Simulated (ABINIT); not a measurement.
# Quasiparticle gap of BaTiO3 (P4mm) in ABINIT, part 2 of 2

Aim: the G0W0 gap of BaTiO3 (P4mm) on PBE, step by step.

ABINIT 10.8.3; PBE and many-body steps on it, plane waves. Known limits of the many-body steps: not at the basis limit; no spin-orbit coupling; coarse k mesh.

So far. Step 2 (Ground state): The gap is indirect, with the least direct gap 0.28 eV higher. Step 3 (Empty states on the mesh, 4×4×4 mesh, 128 bands): On this mesh the gap is 1.826 eV.

The database entry behind the starting cell differs from later determinations by our own check (c/a about 0.6 % short), so it need not match the best structure at ambient conditions.

## (4) Screening, 4×4×4 mesh, 118 bands, screening to 130.6 eV

The RPA dielectric matrix is built and inverted for each q.

This step: RPA screening on PBE, plane waves, norm-conserving pseudopotentials.

Contents of run.abi:

```
acell 3*1.0 Angstrom
rprim 
  3.999800000000 0.000000000000 0.000000000000
  0.000000000000 3.999800000000 0.000000000000
  0.000000000000 0.000000000000 4.018000000000
ntypat 3
znucl 56 22 8
natom 5
typat 1 2 3 3 3
xred 
  0.000000000000 0.000000000000 0.000000000000
  0.500000000000 0.500000000000 0.490000000000
  0.500000000000 0.500000000000 0.019000000000
  0.500000000000 0.000000000000 0.517000000000
  0.000000000000 0.500000000000 0.517000000000
pp_dirpath "pseudos"
pseudos "Ba.upf, Ti.upf, O.upf"
ecut 38
ngkpt 4 4 4
nshiftk 1
shiftk 0 0 0
kptopt 1
chksymbreak 0
istwfk *1
occopt 1
irdwfk 1
optdriver 3
nband 118
ecuteps 4.8
inclvkb 2
awtr 1
symchi 1
indata_prefix "in"
outdata_prefix "out"
tmpdata_prefix "tmp"
```

Launch:

```bash
OMP_NUM_THREADS=1 mpirun -n 8 abinit run.abi > log
```

Numbers of over 12 decimals in the logs are rounded to 6 here.

What it wrote:

```text
.Version 10.8.3 of ABINIT. v10.8.2 released Aug 2026.

 Symmetries : space group P4 m m (# 99); Bravais tP (primitive tetrag.)
[... echo of the input left out ...]
== DATASET  1 ==================================================================
-   mpi_nproc: 8, omp_nthreads: 1 (-1 if OMP is not activated)

--- !DatasetInfo
iteration_state: {dtset: 1, }
dimensions: {natom: 5, nkpt: 18, mband: 118, nsppol: 1, nspinor: 1, nspden: 1, mpw: 4929, }
cutoff_energies: {ecut:  38.0, pawecutdg:  -1.0, }
electrons: {nelect:   4.00000000E+01, charge:   0.00000000E+00, occopt:   1.00000000E+00, tsmear:   1.00000000E-02, }

 SCREENING: Calculation of the susceptibility and dielectric matrices

 Based on a program developped by R.W. Godby, V. Olevano, G. Onida, and L. Reining.
 Incorporated in ABINIT by V. Olevano, G.-M. Rignanese, and M. Torrent.
.Using double precision arithmetic ; gwpc =  8

[... cell and pseudopotentials left out ...]
--------------------------------------------------------------------------------

 ==== K-mesh for the wavefunctions ====
 Number of points in the irreducible wedge :    18
[... list of points left out ...]
 Together with  8 symmetry operations and time-reversal symmetry
 yields    64 points in the full Brillouin Zone.

 ==== Q-mesh for the screening function ====
 Number of points in the irreducible wedge :    18
[... list of points left out ...]
 Together with  8 symmetry operations and time-reversal symmetry
 yields    64 points in the full Brillouin Zone.

 setmesh: FFT mesh size selected  =    30x   30x   30
          total number of points  =        27000

 vcoul_init : cutoff-mode = AUXILIARY_FUNCTION
 q-points for optical limit:   1
     1)      0.000010    0.000020    0.000030

- screening: taking advantage of time-reversal symmetry
- Maximum band index for partially occupied states nbvw = 20
- Remaining bands to be divided among processors   nbcw = 98
- Number of bands treated by each node ~12

 Number of electrons calculated from density =   40.0000; Expected =   40.0000
 average of density, n =  0.092210
 r_s =    1.3731
 omega_plasma =   29.2917 [eV]

 calculating chi0 at frequencies [eV] :
  1    0.000000E+00    0.000000E+00
  2    0.000000E+00    2.929166E+01

--------------------------------------------------------------------------------
  q-point number  1        q = ( 0.000000, 0.000000, 0.000000) [r.l.u.]
--------------------------------------------------------------------------------
[... chi0 elements left out ...]
 For q-point:  0.000010 0.000020 0.000030
  dielectric constant =   6.1844
  dielectric constant without local fields =   6.7373

  Average fulfillment of the sum rule on Im[epsilon] for q-point    1 :     64.12  [%]
[... wings left out ...]
  q-point number  2        q = ( 0.250000, 0.000000, 0.000000) [r.l.u.]
--------------------------------------------------------------------------------
[... chi0 elements left out ...]
  Average fulfillment of the sum rule on Im[epsilon] for q-point    2 :     76.04  [%]

 [... 16 further q-points ...]
```

Run time: 3 min. Hardware: 8 MPI ranks of Arm Neoverse N1, shared host; peak memory 3 GiB.

This step gave:

```yaml
eps_infinity_with_local_fields_on_this_mesh_along_the_program_s_q_direction: 6.184
the_same_without_local_fields: 6.737
plasma_frequency: 29.29 eV
plane_waves_in_the_screening_matrix: 203
```

Local fields lower ε∞ by 8 %. On a Γ-centred mesh this coarse the value itself is usually too large, while a short band sum pulls it down.

## (5) Self-energy, 4×4×4 mesh, 118 bands, screening to 130.6 eV

The self-energy is evaluated for the states that the input lists, and the levels follow from it, in one-shot runs by the linearised quasiparticle equation.

This step: G0W0 on PBE, plane waves, norm-conserving pseudopotentials.

run.abi, as its differences from that of step 4:

```diff
@@ -26,8 +26,17 @@
 irdwfk 1
-optdriver 3
+optdriver 4
 nband 118
+gwcalctyp 0
+ecutsigx 38
+symsigma 1
+nkptgw 2
+kptgw 
+  0.5000000000 0.5000000000 0.5000000000
+  0.0000000000 0.0000000000 0.0000000000
+bdgw 
+  18 23
+  19 23
 ecuteps 4.8
-inclvkb 2
-awtr 1
-symchi 1
+irdscr 1
+ppmodel 1
 indata_prefix "in"
```

What it wrote:

```text
.Version 10.8.3 of ABINIT. v10.8.2 released Aug 2026.

 Symmetries : space group P4 m m (# 99); Bravais tP (primitive tetrag.)
[... echo of the input left out ...]
== DATASET  1 ==================================================================
-   mpi_nproc: 8, omp_nthreads: 1 (-1 if OMP is not activated)

--- !DatasetInfo
iteration_state: {dtset: 1, }
dimensions: {natom: 5, nkpt: 18, mband: 118, nsppol: 1, nspinor: 1, nspden: 1, mpw: 4929, }
cutoff_energies: {ecut:  38.0, pawecutdg:  -1.0, }
electrons: {nelect:   4.00000000E+01, charge:   0.00000000E+00, occopt:   1.00000000E+00, tsmear:   1.00000000E-02, }

 SIGMA: Calculation of the GW corrections

 Based on a program developped by R.W. Godby, V. Olevano, G. Onida, and L. Reining.
 Incorporated in ABINIT by V. Olevano, G.-M. Rignanese, and M. Torrent.
.Using double precision arithmetic ; gwpc =  8

[... cell and pseudopotentials left out ...]
--------------------------------------------------------------------------------

 ==== K-mesh for the wavefunctions ====
 Number of points in the irreducible wedge :    18
[... list of points left out ...]
 Together with  8 symmetry operations and time-reversal symmetry
 yields    64 points in the full Brillouin Zone.

 ==== Q-mesh for screening function ====
 Number of points in the irreducible wedge :    18
[... list of points left out ...]
 Together with  8 symmetry operations and time-reversal symmetry
 yields    64 points in the full Brillouin Zone.

 vcoul_init : cutoff-mode = AUXILIARY_FUNCTION
 q-points for optical limit:   1
     1)      0.000010    0.000020    0.000030
 setmesh: FFT mesh size selected  =    45x   45x   45
          total number of points  =        91125

 Number of electrons calculated from density =   40.0000; Expected =   40.0000
 average of density, n =  0.092210
 r_s =    1.3731
 omega_plasma =   29.2917 [eV]

 === KS Band Gaps ===
  >>>> For spin  1
   Minimum direct gap =   2.1061 [eV], located at k-point      :   0.0000  0.0000  0.0000
   Fundamental gap    =   1.8259 [eV], Top of valence bands at :   0.5000  0.5000  0.5000
                                       Bottom of conduction at :   0.0000  0.0000  0.0000
 SIGMA fundamental parameters:
 PLASMON POLE MODEL  1
 number of plane-waves for SigmaX                 4929
 number of plane-waves for SigmaC and W            203
 number of plane-waves for wavefunctions          4929
 number of bands                                   118
 number of independent spin polarizations            1
 number of spinorial components                      1
 number of k-points in IBZ                          18
 number of q-points in IBZ                          18
 number of symmetry operations                       8
 number of k-points in BZ                           64
 number of q-points in BZ                           64
 number of frequencies for dSigma/dE                 9
 frequency step for dSigma/dE [eV]                0.25
 number of omega for Sigma on real axis              0
 max omega for Sigma on real axis  [eV]           0.00
 zcut for avoiding poles [eV]                     0.10

 EPSILON^-1 parameters (SCR file):
 dimension of the eps^-1 matrix on file            203
 dimension of the eps^-1 matrix used               203
 number of plane-waves for wavefunctions          4929
 number of bands                                   118
 number of q-points in IBZ                          18
 number of frequencies                               2
 number of real frequencies                          1
 number of imag frequencies                          1

 matrix elements of self-energy operator (all in [eV])

 Perturbative Calculation

--- !SelfEnergy_ee
iteration_state: {dtset: 1, }
kpoint     : [   0.500,    0.500,    0.500, ]
spin       : 1
KS_gap     :    4.212
QP_gap     :    6.004
Delta_QP_KS:    1.793
data: !SigmaeeData |
     Band     E0 <VxcDFT>   SigX SigC(E0)      Z dSigC/dE  Sig(E)    E-E0       E
       18   6.549 -19.970 -25.000   5.087   0.765  -0.307 -19.926   0.043   6.592
       19   6.549 -19.970 -25.000   5.087   0.765  -0.307 -19.926   0.043   6.592
       20   6.633 -19.991 -25.032   5.119   0.764  -0.309 -19.932   0.059   6.692
       21  10.844 -21.880 -13.200  -6.179   0.740  -0.351 -20.028   1.852  12.696
       22  10.844 -21.880 -13.200  -6.179   0.740  -0.351 -20.028   1.852  12.696
       23  10.845 -21.881 -13.129  -6.252   0.735  -0.361 -20.045   1.836  12.682

--- !SelfEnergy_ee
iteration_state: {dtset: 1, }
kpoint     : [   0.000,    0.000,    0.000, ]
spin       : 1
KS_gap     :    2.106
QP_gap     :    3.574
Delta_QP_KS:    1.468
data: !SigmaeeData |
     Band     E0 <VxcDFT>   SigX SigC(E0)      Z dSigC/dE  Sig(E)    E-E0       E
       19   6.353 -20.076 -24.606   4.600   0.771  -0.298 -20.022   0.054   6.406
       20   6.353 -20.076 -24.606   4.600   0.771  -0.298 -20.022   0.054   6.406
       21   8.459 -18.809 -11.399  -5.456   0.778  -0.285 -17.288   1.521   9.980
       22   8.671 -19.000 -11.886  -5.144   0.777  -0.286 -17.469   1.531  10.202
       23   8.671 -19.000 -11.886  -5.144   0.777  -0.286 -17.469   1.531  10.202

== END DATASET(S) ==============================================================
================================================================================

 -outvars: echo values of variables after computation  --------
           etotal      0.0000000000E+00
            nband         118
             nkpt          18
          spgroup          99
 [... the other variables as echoed above ...]

 Calculation completed.
```

It took 18 s on 8 MPI ranks; peak memory 2 GiB; 2.4 min of CPU time.

This step gave:

```
G0W0 gap on the points computed              : 3.288 eV
starting gap on the mesh                     : 1.826 eV
k of the valence top                         : 0.5, 0.5, 0.5
k of the conduction bottom                   : 0, 0, 0
Z at the valence top                         : 0.764
Z at the conduction bottom                   : 0.778
least direct G0W0 gap on the computed points : 3.574 eV
```

The gap on the mesh goes from 1.83 eV to 3.29 eV, a correction of +1.46 eV.

Limits: finite bands, cutoff and mesh; no spin-orbit coupling; coarse k mesh. v1 is the top filled band, c1 the lowest empty one. Levels before and after the correction, in eV, zero at the valence-band top of each column:

```
           conduction bottom  valence top
Kohn-Sham               1.83         0.00
     G0W0               3.29         0.00
```

```
                         level  energy (eV)
Kohn-Sham  (0.5 0.5 0.5) v3-v2       -0.084
Kohn-Sham     (0.5 0.5 0.5) v1        0.000
Kohn-Sham  (0.5 0.5 0.5) c1-c2        4.212
Kohn-Sham     (0.5 0.5 0.5) c3        4.213
Kohn-Sham              Γ v2-v1       -0.280
Kohn-Sham                 Γ c1        1.826
Kohn-Sham              Γ c2-c3        2.038
     G0W0  (0.5 0.5 0.5) v3-v2       -0.100
     G0W0     (0.5 0.5 0.5) v1        0.000
     G0W0  (0.5 0.5 0.5) c1-c2        6.004
     G0W0     (0.5 0.5 0.5) c3        5.990
     G0W0              Γ v2-v1       -0.286
     G0W0                 Γ c1        3.288
     G0W0              Γ c2-c3        3.510
```

## (6) Where the time went

Times are wall times on 8 MPI ranks of Arm Neoverse N1, shared host, good to a factor of about two.

```csv
step,time,share,memory (GiB)
ground state,66 s,18 %,0.73
empty states on the mesh,1.7 min,28 %,0.71
screening,3 min,49 %,3.0
self-energy,18 s,5 %,2.0
```

## (7) Summary of results

| Item | Value |
| --- | --- |
| PBE gap | 1.83 eV, indirect |
| G0W0 gap on the mesh | 3.29 eV |
| GW settings | 4×4×4 mesh, 118 bands, screening to 130.6 eV, Godby-Needs plasmon pole |
| known limits | not at the basis limit; no spin-orbit coupling; coarse k mesh |

In words: G0W0 moves the gap on the mesh from 1.83 eV to 3.29 eV (+1.46 eV), with Z of 0.76 and 0.78 at the edges. Local fields lower the RPA ε∞ on this mesh from 6.74 to 6.18; a Γ-centred mesh this coarse tends to raise both, most where the direct gap is narrow, while a short band sum lowers them. Only 2 of the mesh's irreducible points were corrected, so a valley elsewhere could overtake. The dearest step here is «screening». Bands and cutoff are finite, so the gap is not at the basis limit. The miss can reach some tenths of an eV and take either sign; the mesh is an error of its own. In the G0W0 run levels were corrected at 2 k points alone, so a gap called «on the mesh» is the least over those, and an edge elsewhere would be missed. The 4×4×4 mesh is coarse for this cell, which bears on the long-range parts of exchange and screening. The many-body steps are scalar-relativistic: spin-orbit coupling is not in them.

[Paths, hosts, dates, memory and timing lines, banners, echoed tables and standing remarks are left out of the program output.]

[Logs are printed without paths, hosts, clocks, repeated set-up lines and the standing remarks that a program may print on its own settings, such as how far it seeks lower states.]

[Runs of the session that timed out or met a known fault of the program may be left out.]

[Hosts, paths, dates, database ids (printed as entryN), source tags and the programs' standing remarks are cut or masked in the printed files.]

[G0W0 gaps are taken among the corrected bands and points alone; a level outside them can change the order at an edge.]

[Where Ansatz stands beside ABINIT at settings called matched, ABINIT's density can come from a denser mesh and the files from another edition; pairs whose starting gaps differed by over 0.03 eV were left out, so agreement reads better than it is.]
